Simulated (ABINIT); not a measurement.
# BN (Qingsongite): G0W0 with ABINIT, start to end, part 2 of 3

Aim: the G0W0 gap of BN (Qingsongite) on LDA, step by step.

ABINIT 10.8.3; LDA and many-body steps on it, plane waves. Known limits of the many-body steps: not at the basis limit.

So far. Step 2 (Ground state): The gap is indirect, with the least direct gap 4.33 eV higher.

**3. Bands along the symmetry lines**

Level of this step: DFT, LDA, plane waves, norm-conserving pseudopotentials (ABINIT).

The cheap functional maps the bands first; the places of the edges decide which points the dearer methods must see.

The input, run.abi:

```
acell 3*1.0 Angstrom
rprim 
  -0.000000000000 1.807500000000 1.807500000000
  1.807500000000 0.000000000000 1.807500000000
  1.807500000000 1.807500000000 -0.000000000000
ntypat 2
znucl 5 7
natom 2
typat 1 2
xred 
  0.000000000000 0.000000000000 0.000000000000
  0.250000000000 0.250000000000 0.250000000000
pp_dirpath "pseudos"
pseudos "B.upf, N.upf"
ecut 36
iscf -2
irdden 1
kptopt 0
nkpt 50
kpt 
  0.00000000 0.00000000 0.00000000
  -0.06250000 -0.06250000 0.00000000
  -0.12500000 -0.12500000 0.00000000
  -0.18750000 -0.18750000 0.00000000
  -0.25000000 -0.25000000 0.00000000
  -0.31250000 -0.31250000 0.00000000
  -0.37500000 -0.37500000 0.00000000
  -0.43750000 -0.43750000 0.00000000
  -0.50000000 -0.50000000 0.00000000
  -0.48437500 -0.48437500 0.03125000
  -0.46875000 -0.46875000 0.06250000
  -0.45312500 -0.45312500 0.09375000
  -0.43750000 -0.43750000 0.12500000
  -0.42187500 -0.42187500 0.15625000
  -0.40625000 -0.40625000 0.18750000
  -0.39062500 -0.39062500 0.21875000
  -0.37500000 -0.37500000 0.25000000
  -0.37500000 0.00000000 0.37500000
  -0.32812500 0.00000000 0.32812500
  -0.28125000 0.00000000 0.28125000
  -0.23437500 0.00000000 0.23437500
  -0.18750000 0.00000000 0.18750000
  -0.14062500 0.00000000 0.14062500
  -0.09375000 0.00000000 0.09375000
  -0.04687500 0.00000000 0.04687500
  0.00000000 0.00000000 0.00000000
  0.00000000 0.00000000 0.06250000
  0.00000000 0.00000000 0.12500000
  0.00000000 0.00000000 0.18750000
  0.00000000 0.00000000 0.25000000
  0.00000000 0.00000000 0.31250000
  0.00000000 0.00000000 0.37500000
  0.00000000 0.00000000 0.43750000
  -0.00000000 -0.00000000 0.50000000
  -0.06250000 -0.03125000 0.46875000
  -0.12500000 -0.06250000 0.43750000
  -0.18750000 -0.09375000 0.40625000
  -0.25000000 -0.12500000 0.37500000
  -0.31250000 -0.15625000 0.34375000
  -0.37500000 -0.18750000 0.31250000
  -0.43750000 -0.21875000 0.28125000
  -0.50000000 -0.25000000 0.25000000
  -0.50000000 -0.28125000 0.21875000
  -0.50000000 -0.31250000 0.18750000
  -0.50000000 -0.34375000 0.15625000
  -0.50000000 -0.37500000 0.12500000
  -0.50000000 -0.40625000 0.09375000
  -0.50000000 -0.43750000 0.06250000
  -0.50000000 -0.46875000 0.03125000
  -0.50000000 -0.50000000 0.00000000
istwfk *1
nband 14
nbdbuf 5
tolwfr 1e-07
nstep 50
prtwf 0
prtvol 0
indata_prefix "in"
outdata_prefix "out"
tmpdata_prefix "tmp"
```

The run is started by

```bash
$ OMP_NUM_THREADS=1 mpirun -n 4 abinit run.abi > log
```

Numbers of over 12 decimals in the logs are rounded to 6 here.

What it wrote:

```text
.Version 10.8.3 of ABINIT. v10.8.2 released Aug 2026.

 Symmetries : space group F-4 3 m (#216); Bravais cF (face-center cubic)
[... echo of the input left out ...]
== DATASET  1 ==================================================================
-   mpi_nproc: 4, omp_nthreads: 1 (-1 if OMP is not activated)

--- !DatasetInfo
iteration_state: {dtset: 1, }
dimensions: {natom: 2, nkpt: 50, mband: 14, nsppol: 1, nspinor: 1, nspden: 1, mpw: 869, }
cutoff_energies: {ecut:  36.0, pawecutdg:  -1.0, }
electrons: {nelect:   8.00000000E+00, charge:   0.00000000E+00, occopt:   1.00000000E+00, tsmear:   1.00000000E-02, }

 Real(R)+Recip(G) space primitive vectors, cartesian coordinates (Bohr,Bohr^-1):
 R(1)=  0.0000000  3.4156800  3.4156800  G(1)= -0.1463837  0.1463837  0.1463837
 R(2)=  3.4156800  0.0000000  3.4156800  G(2)=  0.1463837 -0.1463837  0.1463837
 R(3)=  3.4156800  3.4156800  0.0000000  G(3)=  0.1463837  0.1463837 -0.1463837
 Unit cell volume ucvol=  7.9700586E+01 bohr^3
 Angles (23,13,12)=  6.00000000E+01  6.00000000E+01  6.00000000E+01 degrees

 getcut: wavevector=  0.0000  0.0000  0.0000  ngfft=  30  30  30
         ecut(hartree)=     36.000   => boxcut(ratio)=   2.30194

 getcut : COMMENT -
  Note that boxcut > 2.2 ; recall that boxcut=Gcut(box)/Gcut(sphere) = 2
  is sufficient for exact treatment of convolution.
  Such a large boxcut is a waste : you could raise ecut
  e.g. ecut=   47.690509 Hartrees makes boxcut=2

--- Pseudopotential description ------------------------------------------------
- B Generated using ONCVPSP code by D. R. Hamann
-  5.00000   3.00000  180309                  znucl, zion, pspdat
12 -1012 1 -1 1498                            pspcod,pspxc,lmax,lloc,mmax
     nproj     2     2
  pspatm : epsatm=    3.19369156
         --- l  ekb(1:nproj) -->
             0    8.437831    1.245441
             1   -3.670611   -0.766497
 pspatm: atomic psp has been read  and splines computed

- N Generated using ONCVPSP code by D. R. Hamann
-  7.00000   5.00000  180309                  znucl, zion, pspdat
12 -1012 1 -1 1058                            pspcod,pspxc,lmax,lloc,mmax
     nproj     2     2
  pspatm : epsatm=    5.30777321
         --- l  ekb(1:nproj) -->
             0    7.408032    0.617798
[...]
pspatm: atomic psp has been read  and splines computed

--------------------------------------------------------------------------------

================================================================================
 prteigrs : about to open file out_EIG
 Non-SCF case, kpt    1 (  0.00000  0.00000  0.00000), residuals and eigenvalues=
  3.11E-08  6.98E-08  5.27E-08  2.12E-08  3.06E-08  2.41E-08  1.69E-08  3.38E-08
  5.84E-08  2.32E-07  6.33E-07  7.64E-08  1.07E-07  7.59E-07
 -4.4300E-01  2.9421E-01  2.9421E-01  2.9421E-01  6.1568E-01  6.1568E-01
  6.1568E-01  6.7793E-01  1.1937E+00  1.3294E+00  1.3294E+00  1.3316E+00
[...]
1.91E-08  4.95E-08  8.03E-09  5.31E-08  1.61E-08  2.42E-08  4.23E-08  5.18E-08
[...]
1.3440E+00  1.4450E+00
 Non-SCF case, kpt    3 ( -0.12500 -0.12500  0.00000), residuals and eigenvalues=
  1.74E-08  1.85E-08  1.69E-08  1.12E-08  2.20E-08  3.92E-08  6.56E-08  4.36E-09
[...]
1.3807E+00  1.5056E+00
[...]
Non-SCF case, kpt   49 ( -0.50000 -0.46875  0.03125), residuals and eigenvalues=
[...]
1.7465E+00  1.7720E+00
 Non-SCF case, kpt   50 ( -0.50000 -0.50000  0.00000), residuals and eigenvalues=
[...]
1.7391E+00  1.7582E+00

--- !ResultsGS
iteration_state: {dtset: 1, }
comment   : Summary of ground state results
lattice_vectors:
- [ -0.0000000,   3.4156800,   3.4156800, ]
- [  3.4156800,   0.0000000,   3.4156800, ]
- [  3.4156800,   3.4156800,  -0.0000000, ]
lattice_lengths: [   4.83050,    4.83050,    4.83050, ]
lattice_angles: [ 60.000,  60.000,  60.000, ] # degrees, (23, 13, 12)
lattice_volume:   7.9700586E+01
convergence: {deltae:  0.000E+00, res2:  0.000E+00, residm:  9.996E-08, diffor:  0.000E+00, }
etotal    :  -1.34252798E+01
entropy   :   0.00000000E+00
fermie    :   2.94210603E-01
cartesian_stress_tensor: null
pressure_GPa: null
xred      :
- [  0.0000E+00,   0.0000E+00,   0.0000E+00,  B]
- [  2.5000E-01,   2.5000E-01,   2.5000E-01,  N]
cartesian_forces: null
force_length_stats: {min: null, max: null, mean: null, }

 Integrated electronic density in atomic spheres:
 ------------------------------------------------
 Atom  Sphere_radius  Integrated_density
[...]
================================================================================

 ----iterations are completed or convergence reached----

 Mean square residual over all n,k,spin=   37.621E-09; max=  99.956E-09
 reduced coordinates (array xred) for    2 atoms
       0.000000000000      0.000000000000      0.000000000000
       0.250000000000      0.250000000000      0.250000000000

 cartesian coordinates (angstrom) at end:
    1      0.000000     0.000000     0.000000
    2      0.903750     0.903750     0.903750
 length scales=  1.889726125908  1.889726125908  1.889726125908 bohr
              =  1.000000000000  1.000000000000  1.000000000000 angstroms
 prteigrs : about to open file out_EIG
 Eigenvalues (hartree) for nkpt=  50  k points:
 kpt#   1, nband= 14, wtk=  1.00000, kpt=  0.0000  0.0000  0.0000 (reduced coord)
[...]
kpt#   2, nband= 14, wtk=  1.00000, kpt= -0.0625 -0.0625  0.0000 (reduced coord)
[...]
kpt#   3, nband= 14, wtk=  1.00000, kpt= -0.1250 -0.1250  0.0000 (reduced coord)
[...]
kpt#  49, nband= 14, wtk=  1.00000, kpt= -0.5000 -0.4687  0.0313 (reduced coord)
  -0.23425   -0.03122    0.11029    0.11091    0.46209    0.63842    0.94057    0.94370
   1.04447    1.28171    1.51924    1.52875    1.74653    1.77198
 kpt#  50, nband= 14, wtk=  1.00000, kpt= -0.5000 -0.5000  0.0000 (reduced coord)
  -0.23467   -0.03220    0.11301    0.11301    0.45664    0.63432    0.94437    0.94437
   1.04666    1.28481    1.53025    1.53025    1.73909    1.75823

== END DATASET(S) ==============================================================
================================================================================

 -outvars: echo values of variables after computation  --------
            nband          14
             nkpt          50
          spgroup         216
 [... the other variables as echoed above ...]

 Calculation completed.
```

Elapsed: 5.2 s, on 4 MPI ranks of Arm Neoverse N1, shared host; peak memory 0.23 GiB.

Numbers from this step:

```
gap                        : 4.420 eV
k of the valence top       : 0, 0, 0
k of the conduction bottom : -0.5, -0.5, 0
least direct gap           : 8.748 eV
```

The gap is 4.420 eV, as in the run before at this level.

The electronic bands at the labelled points (eV, zero at the top of the highest filled band; v1 is the highest filled band, c1 the lowest empty one):

| point | v4 | v3 | v2 | v1 | c1 | c2 | c3 | c4 |
| --- | --- | --- | --- | --- | --- | --- | --- | --- |
| Γ | -20.06 | 0.00 | 0.00 | 0.00 | 8.75 | 8.75 | 8.75 | 10.44 |
| halfway | -18.09 | -3.90 | -3.03 | -3.03 | 6.75 | 11.56 | 13.32 | 13.32 |
| X | -14.39 | -8.88 | -4.93 | -4.93 | 4.42 | 9.25 | 17.69 | 17.69 |
| halfway | -14.31 | -8.67 | -6.00 | -4.72 | 5.37 | 10.19 | 17.12 | 17.35 |
| U | -14.29 | -8.07 | -7.73 | -4.10 | 6.87 | 12.84 | 15.66 | 16.53 |
| jump to K | -14.29 | -8.07 | -7.73 | -4.10 | 6.87 | 12.84 | 15.66 | 16.53 |
| halfway | -17.86 | -5.70 | -3.92 | -1.13 | 10.62 | 10.63 | 11.11 | 13.51 |
| Γ | -20.06 | 0.00 | 0.00 | 0.00 | 8.75 | 8.75 | 8.75 | 10.44 |
| halfway | -18.57 | -5.45 | -1.13 | -1.13 | 9.68 | 10.26 | 10.26 | 13.47 |
| L | -15.77 | -10.71 | -1.95 | -1.95 | 10.27 | 10.64 | 10.64 | 15.01 |
| halfway | -15.06 | -9.71 | -4.81 | -3.47 | 9.49 | 11.18 | 14.31 | 15.62 |
| W | -14.06 | -7.51 | -7.02 | -6.56 | 9.48 | 13.27 | 14.36 | 14.68 |
| halfway | -14.23 | -8.46 | -5.81 | -5.73 | 6.47 | 10.90 | 16.08 | 17.24 |
| X | -14.39 | -8.88 | -4.93 | -4.93 | 4.42 | 9.25 | 17.69 | 17.69 |

The electronic bands as a text plot (rows in eV, shown from -8.0 to 10.4 only):

```
   10.0 |  ++     +    +      ++ ++++      +++++++++++        ++
    9.3 | +        ++++     ++     +++  ++++          ++++++    +
    8.5 |++                          +++                    +
    7.7 |  +++             +
    7.0 |     ++          +
    6.2 |       ++       +                                   +
    5.4 |         +    ++                                     +
    4.7 |          ++++                                        ++
    3.9 |
    3.1 |
    2.4 |
    1.6 |
    0.8 |
    0.1 |**                        ******
   -0.7 | *                      **  *  ****
   -1.5 |  **                 ***  **    ** ****
   -2.2 |    *                   ****           *****
   -3.0 |     **            **                      **
   -3.8 |     ****        **    ***        *         **
   -4.5 |         *** ****                            **
   -5.3 |       **   **       **            *           *     ***
   -6.1 |              **   **  *                      * *  **
   -6.8 |         *           **                        ****
   -7.6 |                ***                 **          ****
         Γ           X  U|K            Γ         L        W     X
```

**4. Empty states on the mesh, 8×8×8 mesh, 76 bands**

The sums over transitions need many empty states on a uniform mesh; this step solves for them.

The input, run.abi:

```
acell 3*1.0 Angstrom
rprim 
  -0.000000000000 1.807500000000 1.807500000000
  1.807500000000 0.000000000000 1.807500000000
  1.807500000000 1.807500000000 -0.000000000000
ntypat 2
znucl 5 7
natom 2
typat 1 2
xred 
  0.000000000000 0.000000000000 0.000000000000
  0.250000000000 0.250000000000 0.250000000000
pp_dirpath "pseudos"
pseudos "B.upf, N.upf"
ecut 36
ngkpt 8 8 8
nshiftk 1
shiftk 0 0 0
kptopt 1
chksymbreak 0
irdden 1
istwfk *1
nband 76
prtvol 0
optdriver 6
gwr_task "HDIAGO"
paral_kgb 0
occopt 1
indata_prefix "in"
outdata_prefix "out"
tmpdata_prefix "tmp"
```

What it wrote:

```text
[banner, memory and clock lines left out]
.Version 10.8.3 of ABINIT. v10.8.2 released Aug 2026.

 Symmetries : space group F-4 3 m (#216); Bravais cF (face-center cubic)
[... echo of the input left out ...]
== DATASET  1 ==================================================================
-   mpi_nproc: 4, omp_nthreads: 1 (-1 if OMP is not activated)

--- !DatasetInfo
iteration_state: {dtset: 1, }
dimensions: {natom: 2, nkpt: 29, mband: 76, nsppol: 1, nspinor: 1, nspden: 1, mpw: 869, }
cutoff_energies: {ecut:  36.0, pawecutdg:  -1.0, }
electrons: {nelect:   8.00000000E+00, charge:   0.00000000E+00, occopt:   1.00000000E+00, tsmear:   1.00000000E-02, }

.Using double precision arithmetic; gwpc =  8

- Reading GS density from: in_DEN

--- Pseudopotential description ------------------------------------------------
- B Generated using ONCVPSP code by D. R. Hamann
-  5.00000   3.00000  180309                  znucl, zion, pspdat
12 -1012 1 -1 1498                            pspcod,pspxc,lmax,lloc,mmax
     nproj     2     2
  pspatm : epsatm=    3.19369156
         --- l  ekb(1:nproj) -->
             0    8.437831    1.245441
             1   -3.670611   -0.766497
 pspatm: atomic psp has been read  and splines computed

- N Generated using ONCVPSP code by D. R. Hamann
-  7.00000   5.00000  180309                  znucl, zion, pspdat
12 -1012 1 -1 1058                            pspcod,pspxc,lmax,lloc,mmax
     nproj     2     2
  pspatm : epsatm=    5.30777321
         --- l  ekb(1:nproj) -->
             0    7.408032    0.617798
             1   -4.361519   -1.032581
 pspatm: atomic psp has been read  and splines computed

   6.80117181E+01                                ecore*ucvol(ha*bohr**3)

 Total charge density [el/Bohr^3]
)     Maximum=    5.6568E-01  at reduced coord.    0.2000    0.2000    0.4000
)     Minimum=    7.7961E-03  at reduced coord.    0.0000    0.0000    0.0000
   Integrated=    8.0000E+00

 === KS gaps after direct diagonalization ===
 Indirect band gap semiconductor
 Fundamental gap:     4.420 (eV)
   VBM:     8.006 (eV) at k: [ 0.0000E+00,  0.0000E+00,  0.0000E+00]
   CBM:    12.426 (eV) at k: [ 5.0000E-01,  5.0000E-01,  0.0000E+00]
 Direct gap:         8.748 (eV) at k: [ 0.0000E+00,  0.0000E+00,  0.0000E+00]

== END DATASET(S) ==============================================================

 -outvars: echo values of variables after computation  --------
           etotal      0.0000000000E+00
            nband          76
             nkpt          29
          spgroup         216
 [... the other variables as echoed above ...]

 Calculation completed.
```

The job ended after 13 s (4 MPI ranks; peak memory 0.38 GiB; 50 s of CPU time).

Numbers from this step:

```yaml
gap: 4.420 eV
k_of_the_valence_top: 0, 0, 0
k_of_the_conduction_bottom: 0.5, 0.5, 0
least_direct_gap: 8.748 eV
k_points_computed: 29
lowest_point_of_the_top_converged_band_above_the_valence_top: 155.8937 eV
```

On this mesh the gap is 4.420 eV.

**5. Screening, 8×8×8 mesh, 68 bands, screening to 244.9 eV**

The RPA dielectric matrix is built and inverted for each q.

This step: RPA screening on LDA, plane waves, norm-conserving pseudopotentials.

Edit run.abi of step 4 so:

```diff
@@ -20,10 +20,11 @@
 chksymbreak 0
-irdden 1
 istwfk *1
-nband 76
-prtvol 0
-optdriver 6
-gwr_task "HDIAGO"
-paral_kgb 0
 occopt 1
+irdwfk 1
+optdriver 3
+nband 68
+ecuteps 9
+inclvkb 2
+awtr 1
+symchi 1
 indata_prefix "in"
```

What it wrote:

```text
.Version 10.8.3 of ABINIT. v10.8.2 released Aug 2026.

 Symmetries : space group F-4 3 m (#216); Bravais cF (face-center cubic)
[... echo of the input left out ...]
== DATASET  1 ==================================================================
-   mpi_nproc: 4, omp_nthreads: 1 (-1 if OMP is not activated)

--- !DatasetInfo
iteration_state: {dtset: 1, }
dimensions: {natom: 2, nkpt: 29, mband: 68, nsppol: 1, nspinor: 1, nspden: 1, mpw: 869, }
cutoff_energies: {ecut:  36.0, pawecutdg:  -1.0, }
electrons: {nelect:   8.00000000E+00, charge:   0.00000000E+00, occopt:   1.00000000E+00, tsmear:   1.00000000E-02, }

 SCREENING: Calculation of the susceptibility and dielectric matrices

 Based on a program developped by R.W. Godby, V. Olevano, G. Onida, and L. Reining.
 Incorporated in ABINIT by V. Olevano, G.-M. Rignanese, and M. Torrent.
.Using double precision arithmetic ; gwpc =  8

[... cell and pseudopotentials left out ...]
--------------------------------------------------------------------------------

 ==== K-mesh for the wavefunctions ====
 Number of points in the irreducible wedge :    29
[... list of points left out ...]
 Together with 24 symmetry operations and time-reversal symmetry
 yields   512 points in the full Brillouin Zone.

 ==== Q-mesh for the screening function ====
 Number of points in the irreducible wedge :    29
[... list of points left out ...]
 Together with 24 symmetry operations and time-reversal symmetry
 yields   512 points in the full Brillouin Zone.

 setmesh: FFT mesh size selected  =    20x   20x   20
          total number of points  =         8000

 vcoul_init : cutoff-mode = AUXILIARY_FUNCTION
 q-points for optical limit:   1
     1)      0.000010    0.000020    0.000030

- screening: taking advantage of time-reversal symmetry
- Maximum band index for partially occupied states nbvw = 4
- Remaining bands to be divided among processors   nbcw = 64
- Number of bands treated by each node ~16

 Number of electrons calculated from density =    8.0000; Expected =    8.0000
 average of density, n =  0.100376
 r_s =    1.3348
 omega_plasma =   30.5612 [eV]

 calculating chi0 at frequencies [eV] :
  1    0.000000E+00    0.000000E+00
  2    0.000000E+00    3.056116E+01

--------------------------------------------------------------------------------
  q-point number  1        q = ( 0.000000, 0.000000, 0.000000) [r.l.u.]
--------------------------------------------------------------------------------
[... chi0 elements left out ...]
 For q-point:  0.000010 0.000020 0.000030
  dielectric constant =   4.3566
  dielectric constant without local fields =   4.7071

  Average fulfillment of the sum rule on Im[epsilon] for q-point    1 :     87.32  [%]
[... wings left out ...]
  q-point number  2        q = ( 0.125000, 0.000000, 0.000000) [r.l.u.]
--------------------------------------------------------------------------------
[... chi0 elements left out ...]
  Average fulfillment of the sum rule on Im[epsilon] for q-point    2 :     97.67  [%]

 [... 27 further q-points ...]
```

Elapsed: 89 s, on 4 MPI ranks; peak memory 0.65 GiB.

Numbers from this step:

```
ε∞ with local fields, on this mesh, along the program's q direction : 4.357
the same without local fields                                       : 4.707
plasma frequency                                                    : 30.56 eV
plane waves in the screening matrix                                 : 113
```

Local fields lower ε∞ by 7 %.

(Continued in part 3 of 3.)

[Paths, hosts, dates, memory and timing lines, banners, echoed tables and standing remarks are left out of the program output.]

[Logs are printed without paths, hosts, clocks, repeated set-up lines and the standing remarks that a program may print on its own settings, such as how far it seeks lower states.]

[Runs of the session that timed out or met a known fault of the program may be left out.]

[Hosts, paths, dates, database ids (printed as entryN), source tags and the programs' standing remarks are cut or masked in the printed files.]

[G0W0 gaps are taken among the corrected bands and points alone; a level outside them can change the order at an edge.]

[Where Ansatz stands beside ABINIT at settings called matched, ABINIT's density can come from a denser mesh and the files from another edition; pairs whose starting gaps differed by over 0.03 eV were left out, so agreement reads better than it is.]
